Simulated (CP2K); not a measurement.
The C K edge of 5-isocyanopyrimidine was computed by TDDFT (CP2K XAS_TDP, aug-cc-pVDZ, TDA) at these levels: PBE, PBEh(45%) and PBEh(45%) + GW2X. The first three lines of C1 (bonded to N) with a strength over 0.0015, energy in eV and strength:

| run | first | second | third |
| --- | --- | --- | --- |
| 1 | 281.39 (0.066) | 281.66 (0.073) | 286.15 (0.004) |
| 2 | 288.54 (0.064) | 288.81 (0.071) | 293.30 (0.004) |
| 3 | 268.09 (0.013) | 270.15 (0.039) | 270.55 (0.019) |

Which run is which?

Run 1: PBEh(45%) (45 % exact exchange). Run 2: PBEh(45%) + GW2X (45 % exact exchange). Run 3: PBE (0 % exact exchange). Self-interaction lifts the core level, so the uncorrected lines rise with the share of exact exchange. The GW2X run keeps the spacings of its parent: 0.27 eV between the first two lines in run 2, 0.27 eV in run 1. Its shift is +7.15 eV, since the Kohn–Sham level at this share of exchange lies that far above the quasiparticle level.

[Hosts, paths, dates, database ids (printed as entryN), source tags and the programs' standing remarks are cut or masked in the printed files.]
